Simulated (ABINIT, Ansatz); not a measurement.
# How the form of the self-energy moves the gap of WSe2 (P6_3/mmc), part 2 of 2

Wanted: the gap of WSe2 (P6_3/mmc) under several approximations, with cost.

ABINIT 10.8.3; PBE and many-body steps on it, plane waves. Known limits of the many-body steps: not at the basis limit; no spin-orbit coupling; coarse k mesh.

So far. Step 4 (G0W0, Godby-Needs plasmon pole): The gap on the mesh goes from 0.98 eV to 1.21 eV, a correction of +0.23 eV. Step 5 (G0W0, von der Linden-Horsch plasmon pole): Against G0W0 in ABINIT (6×6×1 mesh, 210 bands, screening to 141.5 eV, Godby-Needs plasmon pole), the gap moves by +0.007 eV.

The database entry behind the starting cell differs from later determinations by our own check (a about 0.2 % long), so it need not match the best structure at ambient conditions.

## (6) G0W0, Engel-Farid plasmon pole

Level of this step: G0W0 on PBE, plane waves, norm-conserving pseudopotentials (ABINIT).

File run.abi:

```
acell 3*1.0 Angstrom
rprim 
  3.290000000028 -0.000000000007 0.000000000000
  -1.645000000008 2.849223578479 0.000000000000
  0.000000000000 0.000000000000 12.970000000000
ntypat 2
znucl 74 34
natom 6
typat 1 1 2 2 2 2
xred 
  0.333333333333 0.666666666667 0.250000000000
  0.666666666667 0.333333333333 0.750000000000
  0.333333333333 0.666666666667 0.621000000000
  0.666666666667 0.333333333333 0.121000000000
  0.333333333333 0.666666666667 0.879000000000
  0.666666666667 0.333333333333 0.379000000000
pp_dirpath "pseudos"
pseudos "W.upf, Se.upf"
ecut 58
ngkpt 6 6 1
nshiftk 1
shiftk 0 0 0
kptopt 1
chksymbreak 0
istwfk *1
occopt 1
irdwfk 1
optdriver 4
nband 210
gwcalctyp 0
ecutsigx 58
symsigma 1
nkptgw 3
kptgw 
  0.0000000000 0.0000000000 0.0000000000
  0.1666666667 0.1666666667 0.0000000000
  0.3333333333 0.3333333333 0.0000000000
bdgw 
  61 64
  61 64
  61 64
ecuteps 5.2
irdscr 1
ppmodel 4
indata_prefix "in"
outdata_prefix "out"
tmpdata_prefix "tmp"
```

Launch:

```console
> OMP_NUM_THREADS=1 mpirun -n 16 abinit run.abi > log
```

Numbers of over 12 decimals in the logs are rounded to 6 here.

Output:

```text
.Version 10.8.3 of ABINIT. v10.8.2 released Aug 2026.

 Symmetries : space group P6_3/m m c (#194); Bravais hP (primitive hexag.)
[... echo of the input left out ...]
== DATASET  1 ==================================================================
-   mpi_nproc: 16, omp_nthreads: 1 (-1 if OMP is not activated)

--- !DatasetInfo
iteration_state: {dtset: 1, }
dimensions: {natom: 6, nkpt: 7, mband: 210, nsppol: 1, nspinor: 1, nspden: 1, mpw: 17365, }
cutoff_energies: {ecut:  58.0, pawecutdg:  -1.0, }
[...]
Band     E0 <VxcDFT>   SigX SigC(E0)      Z dSigC/dE  Sig(E)    E-E0       E
[...]
63  11.158 -16.264 -11.891  -3.511   0.803  -0.245 -15.572   0.692  11.850
       64  11.158 -16.264 -11.891  -3.511   0.803  -0.245 -15.572   0.692  11.850

== END DATASET(S) ==============================================================
================================================================================

 -outvars: echo values of variables after computation  --------
           etotal      0.0000000000E+00
            nband         210
             nkpt           7
          spgroup         194
 [... the other variables as echoed above ...]

 Calculation completed.
```

Wall time 20 s (16 MPI ranks of Arm Neoverse V2, shared host); peak memory 7.4 GiB.

This step gave:

```yaml
g0w0_gap_on_the_points_computed: 1.227 eV
starting_gap_on_the_mesh: 0.9782 eV
k_of_the_valence_top: 0, 0, 0
k_of_the_conduction_bottom: 0.1667, 0.1667, 0
least_direct_g0w0_gap_on_the_computed_points: 2.067 eV
```

Against G0W0 in ABINIT (6×6×1 mesh, 210 bands, screening to 141.5 eV, Godby-Needs plasmon pole), the gap moves by +0.016 eV.

## (7) One-shot Hartree-Fock

This step: one-shot Hartree-Fock on PBE, plane waves, norm-conserving pseudopotentials.

run.abi: that of step 6 with these lines changed.

```diff
@@ -28,4 +28,4 @@
 optdriver 4
-nband 210
-gwcalctyp 0
+nband 66
+gwcalctyp 5
 ecutsigx 58
@@ -41,5 +41,4 @@
   61 64
-ecuteps 5.2
-irdscr 1
-ppmodel 4
+ixc_sigma 40
+fftgw 31
 indata_prefix "in"
```

Output:

```text
.Version 10.8.3 of ABINIT. v10.8.2 released Aug 2026.

 Symmetries : space group P6_3/m m c (#194); Bravais hP (primitive hexag.)
[... echo of the input left out ...]
== DATASET  1 ==================================================================
-   mpi_nproc: 16, omp_nthreads: 1 (-1 if OMP is not activated)

--- !DatasetInfo
iteration_state: {dtset: 1, }
dimensions: {natom: 6, nkpt: 7, mband: 66, nsppol: 1, nspinor: 1, nspden: 1, mpw: 17365, }
cutoff_energies: {ecut:  58.0, pawecutdg:  -1.0, }
[...]
Band     E0 <VxcDFT>   SigX SigC(E0)      Z dSigC/dE  Sig(E)    E-E0       E
[...]
63  11.158 -16.264 -11.891   0.000   1.000   0.000 -11.891   4.373  15.531
       64  11.158 -16.264 -11.891   0.000   1.000   0.000 -11.891   4.373  15.531

== END DATASET(S) ==============================================================
================================================================================

 -outvars: echo values of variables after computation  --------
           etotal      0.0000000000E+00
            nband          66
             nkpt           7
          spgroup         194
 [... the other variables as echoed above ...]

 Calculation completed.
```

Elapsed: 9.5 s, on 16 MPI ranks; peak memory 6.5 GiB.

This step gave:

```
quasiparticle gap on the points computed              : 5.341 eV
starting gap on the mesh                              : 0.9782 eV
k of the valence top                                  : 0, 0, 0
k of the conduction bottom                            : 0.1667, 0.1667, 0
least direct quasiparticle gap on the computed points : 6.241 eV
```

Against G0W0 in ABINIT (6×6×1 mesh, 210 bands, screening to 141.5 eV, Godby-Needs plasmon pole), the gap moves by +4.130 eV.

## (8) The runs together

Times are wall times on 16 MPI ranks of Arm Neoverse V2, shared host, good to a factor of about two. A run's time includes the screening step that it read.

| run | mesh | bands | screening cutoff (eV) | DFT gap (eV) | gap on the mesh (eV) | direct (eV) | ε∞ used | time |
| --- | --- | --- | --- | --- | --- | --- | --- | --- |
| G0W0, Godby-Needs plasmon pole | 6×6×1 | 210 | 141.5 | 0.978 | 1.211 | 2.034 | 14.96 | 3.7 min |
| G0W0, von der Linden-Horsch plasmon pole | 6×6×1 | 210 | 141.5 | 0.978 | 1.218 | 2.160 | 14.96 | 3.6 min |
| G0W0, Engel-Farid plasmon pole | 6×6×1 | 210 | 141.5 | 0.978 | 1.227 | 2.067 | 14.96 | 3.6 min |
| one-shot Hartree-Fock | 6×6×1 | - | - | 0.978 | 5.341 | 6.241 | - | 9.5 s |

## (9) Results

```
G0W0, Godby-Needs plasmon pole           : 1.211 eV
G0W0, von der Linden-Horsch plasmon pole : 1.218 eV
G0W0, Engel-Farid plasmon pole           : 1.227 eV
one-shot Hartree-Fock                    : 5.341 eV
known limits                             : not at the basis limit; no spin-orbit coupling; coarse k mesh
```

G0W0, von der Linden-Horsch plasmon pole: +0.007 eV against G0W0, Godby-Needs plasmon pole. G0W0, Engel-Farid plasmon pole: +0.016 eV against G0W0, Godby-Needs plasmon pole. One-shot Hartree-Fock: +4.130 eV against G0W0, Godby-Needs plasmon pole. Bare exchange alone opens the gap to 5.34 eV; against G0W0, correlation takes back 4.13 eV. Bands and cutoff are finite, so the gap is not at the basis limit. The miss can reach some tenths of an eV and take either sign; the mesh is an error of its own. In the G0W0 runs levels were corrected at 3 k points alone, so a gap called «on the mesh» is the least over those, and an edge elsewhere would be missed. The 6×6×1 mesh is coarse for this cell, which bears on the long-range parts of exchange and screening. The many-body steps are scalar-relativistic: spin-orbit coupling is not in them.

[Paths, hosts, dates, memory and timing lines, banners, echoed tables and standing remarks are left out of the program output.]

[Logs are printed without paths, hosts, clocks, repeated set-up lines and the standing remarks that a program may print on its own settings, such as how far it seeks lower states.]

[Runs of the session that timed out or met a known fault of the program may be left out.]

[Hosts, paths, dates, database ids (printed as entryN), source tags and the programs' standing remarks are cut or masked in the printed files.]

[G0W0 gaps are taken among the corrected bands and points alone; a level outside them can change the order at an edge.]

[Where Ansatz stands beside ABINIT at settings called matched, ABINIT's density can come from a denser mesh and the files from another edition; pairs whose starting gaps differed by over 0.03 eV were left out, so agreement reads better than it is.]
